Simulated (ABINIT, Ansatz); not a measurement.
**RbCdH3 (Pm-3m): zone-centre phonons**

Wanted: the vibrations of RbCdH3 (Pm-3m) at Γ, by two programs.

Program: ABINIT 10.8.3. Level of theory: DFT PBE, scalar-relativistic, plane waves, PseudoDojo norm-conserving pseudopotentials. Results are calculated unless marked as measured.

The structure was built from a prototype and need not be the compound's stable phase.

## Step 1: Set-up

Symmetry: Pm-3m, No. 221, cubic system. The conventional cell has a = 4.211 Å, b = 4.211 Å, c = 4.211 Å, α = 90.00°, β = 90.00°, γ = 90.00°. Nearest to Rb lie 12 H at 2.98 Å. Nearest to Cd lie 6 H at 2.11 Å. H has 2 Cd at 2.11 Å and 4 Rb at 2.98 Å and 8 H at 2.98 Å nearest. Farther neighbours are not listed.

## Step 2: Relaxation

The harmonic expansion needs vanishing forces, and a free crystal bears no stress, so cell and atoms are brought to rest. Stress is more sensitive to the basis than forces are: the last 3 Ha under the cutoff are smoothed with ecutsm, and the cutoff is raised above that of the later runs.

The starting cell comes from a relaxation made beforehand in Ansatz (PBE, PseudoDojo NC).

Input file relax.abi:

```
# relaxation
ionmov 2
optcell 2
dilatmx 1.08
ntime 40
tolmxf 1.0d-05
tolvrs 1.0d-14
prtwf 0
prtden 0
chksymtnons 0

# basis, mesh and filling
ecut 57.0
ecutsm 3.0
ngkpt 6 6 6
nshiftk 1
shiftk 0.0 0.0 0.0
istwfk *1
occopt 3
tsmear 0.01
nband 24
nstep 100
diemac 1000000.0
prtebands 0
prtgsr 0
useylm 1

# cell and atoms
acell 7.957160709 7.957160709 7.957160709
rprim 
    1.0 0.0 0.0
    0.0 1.0 0.0
    0.0 0.0 1.0
ntypat 3
znucl 37 48 1
natom 5
typat 1 2 3 3 3
xred 
    0.0 0.0 0.0
    0.5 0.5 0.5
    0.5 0.5 0.0
    0.5 0.0 0.5
    0.0 0.5 0.5
pp_dirpath "./pseudo"
pseudos "Rb.upf, Cd.upf, H.upf"
```

Command:

```console
> OMP_NUM_THREADS=1 mpirun -n 4 abinit relax.abi > relax.log
```

Numbers of over 12 decimals in the logs are rounded to 6 here.

relax.abo, the main output file:

```text
[banners, grids, parts of the stress and lines that vanish by symmetry left out]
- input  file    -> relax.abi
- output file    -> relax.abo
- root for input  files -> relaxi
[...]
Symmetries : space group Pm -3 m (#221); Bravais cP (primitive cubic)
[...]
mpw =       13133          nfft =      216000          nkpt =          20
[...]
== DATASET  1 ==================================================================
[...]
cutoff_energies: {ecut:  57.0, pawecutdg:  -1.0, }
[...]
ETOT  1  -202.57439828253    -2.026E+02 1.655E+00 4.174E+03
 ETOT  2  -203.54277717385    -9.684E-01 1.067E-01 5.667E+03
 ETOT  3  -204.04123016158    -4.985E-01 2.002E-02 6.922E+02
 ETOT  4  -204.07558130161    -3.435E-02 1.870E-02 2.022E+02
 ETOT  5  -204.08928663086    -1.371E-02 1.749E-02 4.385E-01
[...]
At SCF step   14       vres2   =  4.32E-15 < tolvrs=  1.00E-14 =>converged.
[...]
sigma(1 1)= -2.81728889E-06  sigma(3 2)=  0.00000000E+00
  sigma(2 2)= -2.81728889E-06  sigma(3 1)=  0.00000000E+00
  sigma(3 3)= -2.81728889E-06  sigma(2 1)=  0.00000000E+00
[...]
convergence: {deltae: -2.558E-12, res2:  4.316E-15, residm:  3.151E-04, diffor: null, }
etotal    :  -2.04089352E+02
[...]
ETOT  1  -204.08934535869    -2.041E+02 1.461E-04 1.074E-01
[...]
At SCF step   10       vres2   =  3.75E-15 < tolvrs=  1.00E-14 =>converged.
[...]
sigma(1 1)= -2.50909984E-06  sigma(3 2)=  0.00000000E+00
  sigma(2 2)= -2.50909984E-06  sigma(3 1)=  0.00000000E+00
  sigma(3 3)= -2.50909984E-06  sigma(2 1)=  0.00000000E+00
[...]
convergence: {deltae: -1.802E-11, res2:  3.746E-15, residm:  8.160E-05, diffor: null, }
etotal    :  -2.04089352E+02
[...]
ETOT  1  -204.08890054930    -2.041E+02 2.583E-04 7.214E+00
[...]
ETOT 10  -204.08935338145    -3.160E-11 2.005E-04 2.118E-13
 ETOT 11  -204.08935338142     3.050E-11 5.684E-05 3.811E-15
 At SCF step   11       vres2   =  3.81E-15 < tolvrs=  1.00E-14 =>converged.
[...]
sigma(1 1)= -7.50955952E-09  sigma(3 2)=  0.00000000E+00
  sigma(2 2)= -7.50955951E-09  sigma(3 1)=  0.00000000E+00
  sigma(3 3)= -7.50955952E-09  sigma(2 1)=  0.00000000E+00
[...]
convergence: {deltae:  3.050E-11, res2:  3.811E-15, residm:  5.684E-05, diffor: null, }
etotal    :  -2.04089353E+02
[...]
At Broyd/MD step   3, gradients are converged :
[...]
sigma(1 1)= -7.50955952E-09  sigma(3 2)=  0.00000000E+00
  sigma(2 2)= -7.50955951E-09  sigma(3 1)=  0.00000000E+00
  sigma(3 3)= -7.50955952E-09  sigma(2 1)=  0.00000000E+00
[...]
- sigma(1 1)= -2.20938869E-04  sigma(3 2)=  0.00000000E+00
- sigma(2 2)= -2.20938869E-04  sigma(3 1)=  0.00000000E+00
- sigma(3 3)= -2.20938869E-04  sigma(2 1)=  0.00000000E+00
[...]
fcart     -0.0000000000E+00 -0.0000000000E+00 -0.0000000000E+00
           strten     -7.5095595150E-09 -7.5095595107E-09 -7.5095595228E-09
================================================================================

[key lines of the parts left out:]
pressure_GPa:   2.2094E-04
Total energy (etotal) [Ha]= -2.04089353381420E+02
```

The job ended after 3.1 min (4 MPI ranks of Arm Neoverse V1, shared host; 12 min of CPU time).

Little changed from the start: no atom moved by 0.005 Å and no cell edge by 0.1 %.

Read from the output:

- volume per atom: 14.97 Å³
- pressure: 2.21e-4 GPa
- gap on the k-mesh: 0 eV

The volume changes by +0.2 % from the cell with which this run began.

## Step 3: Ground state

First-order wavefunctions inherit every error of the ground state, hence the very tight tolvrs. Occupations are smeared.

Input file gs.abi:

```
# ground state
tolvrs 1.0d-16
prtden 1
prtwf 1

# basis, mesh and filling
ecut 47.0
ngkpt 6 6 6
nshiftk 1
shiftk 0.0 0.0 0.0
istwfk *1
occopt 3
tsmear 0.01
nband 24
nstep 100
diemac 1000000.0
prtebands 0
prtgsr 0
useylm 1

# cell and atoms
acell 7.963321301 7.963321301 7.963321301
rprim 
    1.0 0.0 0.0
    0.0 1.0 0.0
    0.0 0.0 1.0
ntypat 3
znucl 37 48 1
natom 5
typat 1 2 3 3 3
xred 
    0.0 0.0 0.0
    0.5 0.5 0.5
    0.5 0.5 0.0
    0.5 0.0 0.5
    0.0 0.5 0.5
pp_dirpath "./pseudo"
pseudos "Rb.upf, Cd.upf, H.upf"
```

Command:

```console
> OMP_NUM_THREADS=1 mpirun -n 4 abinit gs.abi > gs.log
```

gs.abo, the main output file:

```text
[banners, grids, parts of the stress and lines that vanish by symmetry left out]
- input  file    -> gs.abi
- output file    -> gs.abo
- root for input  files -> gsi
[...]
Symmetries : space group Pm -3 m (#221); Bravais cP (primitive cubic)
[...]
mpw =        7809          nfft =      125000          nkpt =          20
[...]
== DATASET  1 ==================================================================
[...]
cutoff_energies: {ecut:  47.0, pawecutdg:  -1.0, }
[...]
ETOT  1  -202.85140745830    -2.029E+02 1.071E+00 1.765E+03
 ETOT  2  -203.69676299117    -8.454E-01 4.411E-02 2.318E+03
 ETOT  3  -204.05973847823    -3.630E-01 4.345E-02 2.505E+02
 ETOT  4  -204.08163426722    -2.190E-02 1.366E-02 6.478E+01
 ETOT  5  -204.08900163233    -7.367E-03 1.501E-02 4.119E-01
[...]
ETOT 15  -204.08911089574     4.860E-12 4.923E-04 3.202E-16
 ETOT 16  -204.08911089574    -2.359E-12 3.055E-04 4.968E-19
 At SCF step   16       vres2   =  4.97E-19 < tolvrs=  1.00E-16 =>converged.
[...]
sigma(1 1)=  7.90761720E-06  sigma(3 2)=  0.00000000E+00
  sigma(2 2)=  7.90761720E-06  sigma(3 1)=  0.00000000E+00
  sigma(3 3)=  7.90761720E-06  sigma(2 1)=  0.00000000E+00
[...]
convergence: {deltae: -2.359E-12, res2:  4.968E-19, residm:  3.055E-04, diffor: null, }
etotal    :  -2.04089111E+02
[...]
sigma(1 1)=  7.90761720E-06  sigma(3 2)=  0.00000000E+00
  sigma(2 2)=  7.90761720E-06  sigma(3 1)=  0.00000000E+00
  sigma(3 3)=  7.90761720E-06  sigma(2 1)=  0.00000000E+00
[...]
- sigma(1 1)=  2.32650130E-01  sigma(3 2)=  0.00000000E+00
- sigma(2 2)=  2.32650130E-01  sigma(3 1)=  0.00000000E+00
- sigma(3 3)=  2.32650130E-01  sigma(2 1)=  0.00000000E+00
[...]
fcart     -0.0000000000E+00 -0.0000000000E+00 -0.0000000000E+00
           strten      7.9076171997E-06  7.9076171997E-06  7.9076171997E-06
================================================================================

[key lines of the parts left out:]
pressure_GPa:  -2.3265E-01
```

The job ended after 51 s (4 MPI ranks).

Numbers from this step:

* pressure: -0.2327 GPa

The cell stands at -0.23 GPa: the relaxation ran with a smoothed and higher cutoff, and the difference is a stress of the finite basis.

[end of part 1 of 5]

[Host names and launcher messages were left out of these logs when they were recorded.]

[Logs are printed without paths, hosts, clocks, repeated set-up lines and the standing remarks that a program may print on its own settings, such as how far it seeks lower states.]

[Hosts, paths, dates, database ids (printed as entryN), source tags and the programs' standing remarks are cut or masked in the printed files.]
